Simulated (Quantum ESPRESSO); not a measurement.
# BAs (F-43m): a volume series of phonon spectra, part 3 of 8

Wanted: mode Grüneisen parameters of BAs and a free-energy fit over volumes.

Measurements to reproduce:
- volume expansion coefficient 11.55 1e-6/K near room temperature (given in “Basic Physical Properties of Cubic Boron Arsenide (three times its linear coefficient)”, 2019, arxiv:1911.11281)
- volume expansion coefficient 10.8 1e-6/K near room temperature (given in “Thermal expansion coefficients of high thermal conducting BAs and BP materials (three times its linear coefficient)”, 2019, arxiv:1906.04101)

Quantum ESPRESSO 7.5; DFT PBE, scalar-relativistic, plane waves, GBRV ultrasoft pseudopotentials.

So far. Step 2 (Probe on a coarse mesh): The start is under 3.8 GPa at this level and looks like an insulator or semiconductor on this mesh. Step 3 (Finding the static equilibrium): After the last step pw.x solved the final cell once more on a basis chosen for it, which moves the energy without moving the atoms.

**4. Self-consistent run**

A tight ground state at this cell gives the energy of this member; its pressure is the stress at this cutoff, which can carry an offset from the finite basis.

Input file scf.in:

```
&CONTROL
  calculation = 'scf'
  prefix      = 'x'
  outdir      = './tmp'
  pseudo_dir  = './pseudo'
  tprnfor     = .true.
  tstress     = .true.
/
&SYSTEM
  ibrav       = 0
  nat         = 2
  ntyp        = 2
  ecutwfc     = 40.0
  ecutrho     = 240.0
  occupations = 'fixed'
  nbnd        = 6
/
&ELECTRONS
  conv_thr         = 1.0d-12
  mixing_beta      = 0.7
  electron_maxstep = 100
/
ATOMIC_SPECIES
 B      10.8100  B.upf
 As     74.9216  As.upf
CELL_PARAMETERS angstrom
     0.000000000    2.409710468    2.409710468
     2.409710468    0.000000000    2.409710468
     2.409710468    2.409710468    0.000000000
ATOMIC_POSITIONS crystal
 B      0.000000000   0.000000000   0.000000000
 As     0.250000000   0.250000000   0.250000000
K_POINTS automatic
 12 12 12 0 0 0
```

On the command line:

```bash
> OMP_NUM_THREADS=1 mpirun -n 8 pw.x -nk 8 -in scf.in > scf.out
```

What it wrote:

```text
[banner, memory and clock lines left out]
Program PWSCF v.7.5

     Message from routine setup:
     using ibrav=0 with symmetry is DISCOURAGED, use correct ibrav instead

     G-vector sticks info

     bravais-lattice index     =            0
     lattice parameter (alat)  =       6.4399  a.u.
     unit-cell volume          =     188.8518 (a.u.)^3
     number of atoms/cell      =            2
     number of atomic types    =            2
     number of electrons       =         8.00
     number of Kohn-Sham states=            6
     kinetic-energy cutoff     =      40.0000  Ry
     charge density cutoff     =     240.0000  Ry
     scf convergence threshold =      1.0E-12
     mixing beta               =       0.7000
     number of iterations used =            8  plain     mixing
     Exchange-correlation= SLA  PW   PBE  PBE
                           (   1   4   3   4   0   0   0)

     celldm(1)=   6.439894  celldm(2)=   0.000000  celldm(3)=   0.000000
     celldm(4)=   0.000000  celldm(5)=   0.000000  celldm(6)=   0.000000

     crystal axes: (cart. coord. in units of alat)
               a(1) = (   0.000000   0.707107   0.707107 )
               a(2) = (   0.707107   0.000000   0.707107 )
               a(3) = (   0.707107   0.707107   0.000000 )

     reciprocal axes: (cart. coord. in units 2 pi/alat)
               b(1) = ( -0.707107  0.707107  0.707107 )
               b(2) = (  0.707107 -0.707107  0.707107 )
               b(3) = (  0.707107  0.707107 -0.707107 )

     PseudoPot. # 1 for B  read from file:
     ./pseudo/B.upf
     Pseudo is Ultrasoft + core correction, Zval =  3.0
     Using radial grid of  781 points,  4 beta functions with:
                l(1) =   0
                l(2) =   0
                l(3) =   1
                l(4) =   1
     Q(r) pseudized with  8 coefficients,  rinner =    1.100   1.100   1.100

     PseudoPot. # 2 for As read from file:
     ./pseudo/As.upf
     Pseudo is Ultrasoft + core correction, Zval =  5.0
     Using radial grid of  875 points,  6 beta functions with:
                l(1) =   0
                l(2) =   0
                l(3) =   1
                l(4) =   1
                l(5) =   2
                l(6) =   2
     Q(r) pseudized with  8 coefficients,  rinner =    1.300   1.300   1.300
                                                       1.300   1.300

     atomic species   valence    mass     pseudopotential
     B                 3.00    10.81000     B ( 1.00)
     As                5.00    74.92160     As( 1.00)

     24 Sym. Ops. (no inversion) found

   Cartesian axes

     site n.     atom                  positions (alat units)
         1        B      tau(   1) = (   0.0000000   0.0000000   0.0000000  )
         2        As     tau(   2) = (   0.3535534   0.3535534   0.3535534  )

     number of k points=    72
                       cart. coord. in units 2pi/alat
        k(    1) = (   0.0000000   0.0000000   0.0000000), wk =   0.0011574
        k(    2) = (   0.0589256   0.0589256  -0.0589256), wk =   0.0092593
        k(    3) = (   0.1178511   0.1178511  -0.1178511), wk =   0.0092593
        k(    4) = (   0.1767767   0.1767767  -0.1767767), wk =   0.0092593
        k(    5) = (   0.2357023   0.2357023  -0.2357023), wk =   0.0092593
        k(    6) = (   0.2946278   0.2946278  -0.2946278), wk =   0.0092593
        k(    7) = (  -0.3535534  -0.3535534   0.3535534), wk =   0.0046296
        k(    8) = (   0.1178511   0.0000000  -0.0000000), wk =   0.0069444
        k(    9) = (   0.1767767   0.0589256  -0.0589256), wk =   0.0277778
        k(   10) = (   0.2357023   0.1178511  -0.1178511), wk =   0.0277778
        k(   11) = (   0.2946278   0.1767767  -0.1767767), wk =   0.0277778
        k(   12) = (   0.3535534   0.2357023  -0.2357023), wk =   0.0277778
        k(   13) = (  -0.2946278  -0.4124790   0.4124790), wk =   0.0277778
        k(   14) = (  -0.2357023  -0.3535534   0.3535534), wk =   0.0277778
        k(   15) = (  -0.1767767  -0.2946278   0.2946278), wk =   0.0277778
        k(   16) = (  -0.1178511  -0.2357023   0.2357023), wk =   0.0277778
[...]
k(   65) = (  -0.2357023  -0.4714045   0.7071068), wk =   0.0277778
        k(   66) = (  -0.1767767  -0.4124790   0.6481812), wk =   0.0555556
        k(   67) = (  -0.1178511  -0.3535534   0.5892557), wk =   0.0277778
        k(   68) = (  -0.1178511  -0.4714045   0.7071068), wk =   0.0277778
        k(   69) = (  -0.0589256  -0.4124790   0.6481812), wk =   0.0555556
        k(   70) = (   0.0000000  -0.3535534   0.5892557), wk =   0.0277778
        k(   71) = (  -0.7071068   0.2357023   0.0000000), wk =   0.0138889
        k(   72) = (  -0.7071068   0.3535534   0.0000000), wk =   0.0069444

     Dense  grid:    11935 G-vectors     FFT dimensions: (  32,  32,  32)

     Smooth grid:     6423 G-vectors     FFT dimensions: (  25,  25,  25)

     Initial potential from superposition of free atoms

     starting charge       7.9995, renormalised to       8.0000
     Starting wfcs are    8 randomized atomic wfcs

     per-process dynamical memory:    14.7 Mb

     Self-consistent Calculation

     iteration #  1     ecut=    40.00 Ry     beta= 0.70
     Davidson diagonalization with overlap
     ethr =  1.00E-02,  avg # of iterations =  2.5

     total energy              =     -46.63004354 Ry
     estimated scf accuracy    <       0.13412156 Ry

     iteration #  2     ecut=    40.00 Ry     beta= 0.70
     Davidson diagonalization with overlap
     ethr =  1.68E-03,  avg # of iterations =  2.1

     total energy              =     -46.66156452 Ry
     estimated scf accuracy    <       0.03190608 Ry

     iteration #  3     ecut=    40.00 Ry     beta= 0.70
     Davidson diagonalization with overlap
     ethr =  3.99E-04,  avg # of iterations =  1.4

     total energy              =     -46.66662534 Ry
     estimated scf accuracy    <       0.00059583 Ry

     iteration #  4     ecut=    40.00 Ry     beta= 0.70
     Davidson diagonalization with overlap
     ethr =  7.45E-06,  avg # of iterations =  6.0

     total energy              =     -46.66709166 Ry
     estimated scf accuracy    <       0.00038044 Ry

     iteration #  5     ecut=    40.00 Ry     beta= 0.70
     Davidson diagonalization with overlap
     ethr =  4.76E-06,  avg # of iterations =  2.2

     total energy              =     -46.66717890 Ry
     estimated scf accuracy    <       0.00000224 Ry

     iteration #  6     ecut=    40.00 Ry     beta= 0.70
     Davidson diagonalization with overlap
     ethr =  2.80E-08,  avg # of iterations =  5.6

     total energy              =     -46.66718356 Ry
[...]
ethr =  4.85E-11,  avg # of iterations =  2.0

     total energy              =     -46.66718373 Ry
     estimated scf accuracy    <          2.1E-11 Ry

     iteration # 10     ecut=    40.00 Ry     beta= 0.70
     Davidson diagonalization with overlap
     ethr =  2.58E-13,  avg # of iterations =  6.7

     total energy              =     -46.66718373 Ry
     estimated scf accuracy    <          2.2E-10 Ry

     iteration # 11     ecut=    40.00 Ry     beta= 0.70
     Davidson diagonalization with overlap
     ethr =  2.58E-13,  avg # of iterations =  2.8

     total energy              =     -46.66718373 Ry
     estimated scf accuracy    <          4.8E-12 Ry

     iteration # 12     ecut=    40.00 Ry     beta= 0.70
     Davidson diagonalization with overlap
     ethr =  1.00E-13,  avg # of iterations =  2.0

     End of self-consistent calculation

          k = 0.0000 0.0000 0.0000 (   869 PWs)   bands (ev):

    -6.8645   8.2935   8.2935   8.2935  11.5590  11.5590

          k = 0.0589 0.0589-0.0589 (   821 PWs)   bands (ev):

    -6.7532   7.2662   8.0825   8.0825  11.6648  11.8393

          k = 0.1179 0.1179-0.1179 (   812 PWs)   bands (ev):

    -6.4231   5.3795   7.6337   7.6337  11.5010  12.4263

          k = 0.1768 0.1768-0.1768 (   812 PWs)   bands (ev):

    -5.8895   3.4398   7.1794   7.1794  11.2495  12.9118

          k = 0.2357 0.2357-0.2357 (   823 PWs)   bands (ev):

    -5.1942   1.6810   6.8224   6.8224  11.0368  13.0961

          k = 0.2946 0.2946-0.2946 (   805 PWs)   bands (ev):

    -4.4659   0.2972   6.6001   6.6001  10.9022  13.0859

          k =-0.3536-0.3536 0.3536 (   796 PWs)   bands (ev):

    -4.0916  -0.2981   6.5250   6.5250  10.8567  13.0600

          k = 0.1179 0.0000-0.0000 (   825 PWs)   bands (ev):

    -6.7160   7.5566   7.6920   7.6920  11.1856  12.3259

          k = 0.1768 0.0589-0.0589 (   815 PWs)   bands (ev):

    -6.4584   5.9768   7.1804   7.5068  11.2421  12.5222

          k = 0.2357 0.1179-0.1179 (   808 PWs)   bands (ev):

    -5.9912   4.0855   6.7307   7.0702  11.5147  12.5612

          k = 0.2946 0.1768-0.1768 (   807 PWs)   bands (ev):

    -5.3442   2.2833   6.4194   6.5903  11.4963  12.7703

          k = 0.3536 0.2357-0.2357 (   803 PWs)   bands (ev):

    -4.6049   0.7651   6.1862   6.2741  11.3882  12.8746

          k =-0.2946-0.4125 0.4125 (   807 PWs)   bands (ev):

    -4.0518  -0.1482   5.9075   6.2997  11.3345  12.9482

          k =-0.2357-0.3536 0.3536 (   806 PWs)   bands (ev):

    -4.1843   0.0577   5.7803   6.4879  11.3651  13.0997

          k =-0.1768-0.2946 0.2946 (   810 PWs)   bands (ev):

    -4.8523   1.2297   5.8210   6.8198  11.4783  13.1520

          k =-0.1179-0.2357 0.2357 (   814 PWs)   bands (ev):

    -5.5775   2.8649   6.0386   7.2604  11.6571  12.8585

          k =-0.0589-0.1768 0.1768 (   814 PWs)   bands (ev):

[...]
k =-0.0000-0.1179 0.1179 (   819 PWs)   bands (ev):

[...]
k = 0.2357 0.0000-0.0000 (   813 PWs)   bands (ev):

[...]
k = 0.2946 0.0589-0.0589 (   822 PWs)   bands (ev):

[...]
k = 0.3536 0.1179-0.1179 (   812 PWs)   bands (ev):

[...]
k = 0.4125 0.1768-0.1768 (   805 PWs)   bands (ev):

[...]
k =-0.2357-0.4714 0.4714 (   810 PWs)   bands (ev):

[...]
k =-0.1768-0.4125 0.4125 (   807 PWs)   bands (ev):

[...]
k =-0.1179-0.3536 0.3536 (   807 PWs)   bands (ev):

[...]
k =-0.0589-0.2946 0.2946 (   811 PWs)   bands (ev):

[...]
k = 0.0000-0.2357 0.2357 (   813 PWs)   bands (ev):

[...]
k = 0.3536 0.0000 0.0000 (   817 PWs)   bands (ev):

[...]
k = 0.4125 0.0589-0.0589 (   820 PWs)   bands (ev):

[...]
k = 0.4714 0.1179-0.1179 (   809 PWs)   bands (ev):

[...]
k =-0.1768-0.5303 0.5303 (   803 PWs)   bands (ev):

[...]
k =-0.1179-0.4714 0.4714 (   805 PWs)   bands (ev):

[...]
k =-0.0589-0.4125 0.4125 (   804 PWs)   bands (ev):

[...]
k = 0.0000-0.3536 0.3536 (   804 PWs)   bands (ev):

[...]
k = 0.4714 0.0000-0.0000 (   805 PWs)   bands (ev):

[...]
k = 0.5303 0.0589-0.0589 (   801 PWs)   bands (ev):

[...]
k =-0.1179-0.5893 0.5893 (   792 PWs)   bands (ev):

[...]
k =-0.0589-0.5303 0.5303 (   806 PWs)   bands (ev):

[...]
k = 0.5893 0.0000-0.0000 (   806 PWs)   bands (ev):

[...]
k = 0.0000-0.5893 0.5893 (   796 PWs)   bands (ev):

[...]
k =-0.7071 0.0000 0.0000 (   790 PWs)   bands (ev):

[...]
k = 0.2357 0.1179 0.0000 (   812 PWs)   bands (ev):

[...]
k = 0.2946 0.1768-0.0589 (   815 PWs)   bands (ev):

[...]
k = 0.3536 0.2357-0.1179 (   805 PWs)   bands (ev):

[...]
k = 0.3536 0.1179 0.0000 (   820 PWs)   bands (ev):

[...]
k = 0.4125 0.1768-0.0589 (   812 PWs)   bands (ev):

[...]
k = 0.0000-0.2357 0.3536 (   814 PWs)   bands (ev):

[...]
k = 0.4714 0.1179-0.0000 (   806 PWs)   bands (ev):

[...]
k =-0.1179-0.5893 0.7071 (   796 PWs)   bands (ev):

[...]
k =-0.0589-0.5303 0.6482 (   796 PWs)   bands (ev):

[...]
k =-0.0000-0.4714 0.5893 (   803 PWs)   bands (ev):

[...]
k =-0.7071 0.1179-0.0000 (   798 PWs)   bands (ev):

[...]
k =-0.2357-0.4714 0.7071 (   799 PWs)   bands (ev):

[...]
k =-0.1768-0.4125 0.6482 (   804 PWs)   bands (ev):

[...]
k =-0.1179-0.3536 0.5893 (   804 PWs)   bands (ev):

[...]
k =-0.1179-0.4714 0.7071 (   798 PWs)   bands (ev):

    -3.2108   0.7067   3.2507   4.0395  11.9788  12.6689

          k =-0.0589-0.4125 0.6482 (   802 PWs)   bands (ev):

    -2.8359   0.4044   2.8129   3.8471  12.4500  13.9726

          k = 0.0000-0.3536 0.5893 (   800 PWs)   bands (ev):

    -2.9759   0.5357   2.6520   4.1454  12.7482  14.5135

          k =-0.7071 0.2357 0.0000 (   798 PWs)   bands (ev):

    -2.7084   0.2248   3.2929   3.4817  12.0798  12.2576

          k =-0.7071 0.3536 0.0000 (   792 PWs)   bands (ev):

    -2.6691   0.3576   2.9714   3.2514  13.5676  14.1406

     highest occupied, lowest unoccupied level (ev):     8.2935    9.5103

!    total energy              =     -46.66718373 Ry
     estimated scf accuracy    <          2.3E-14 Ry

     The total energy is the sum of the following terms:
     one-electron contribution =       6.38879876 Ry
     hartree contribution      =       1.27473675 Ry
     xc contribution           =     -34.57275614 Ry
     ewald contribution        =     -19.75796311 Ry

     convergence has been achieved in  12 iterations

     Forces acting on atoms (cartesian axes, Ry/au):

     atom    1 type  1   force =     0.00000000    0.00000000   -0.00000000
     atom    2 type  2   force =     0.00000000    0.00000000   -0.00000000

     Total force =     0.000000     Total SCF correction =     0.000000

     Computing stress (Cartesian axis) and pressure

          total   stress  (Ry/bohr**3)                   (kbar)     P=        0.10
   0.00000071  -0.00000000  -0.00000000            0.10       -0.00       -0.00
  -0.00000000   0.00000071  -0.00000000           -0.00        0.10       -0.00
  -0.00000000  -0.00000000   0.00000071           -0.00       -0.00        0.10

     XML data file, charge density, pseudopotentials, collected wavefunctions
```

Elapsed: 2.2 s, on 8 MPI ranks of Arm Neoverse V1, shared host.

Numbers from this step:

```yaml
pressure: 0.01 GPa
gap_on_the_k_mesh: 1.217 eV
```

On a basis chosen for the relaxed cell the pressure is 0.01 GPa, small enough for phonons.

(Part 3 of 8 ends here.)

[Logs are printed without paths, hosts, clocks, repeated set-up lines and the standing remarks that a program may print on its own settings, such as how far it seeks lower states.]

[Hosts, paths, dates, database ids (printed as entryN), source tags and the programs' standing remarks are cut or masked in the printed files.]

[A step with changed settings may run another functional than the one named; its input shows which.]

[Of the runs on displaced cells, only some may be shown.]
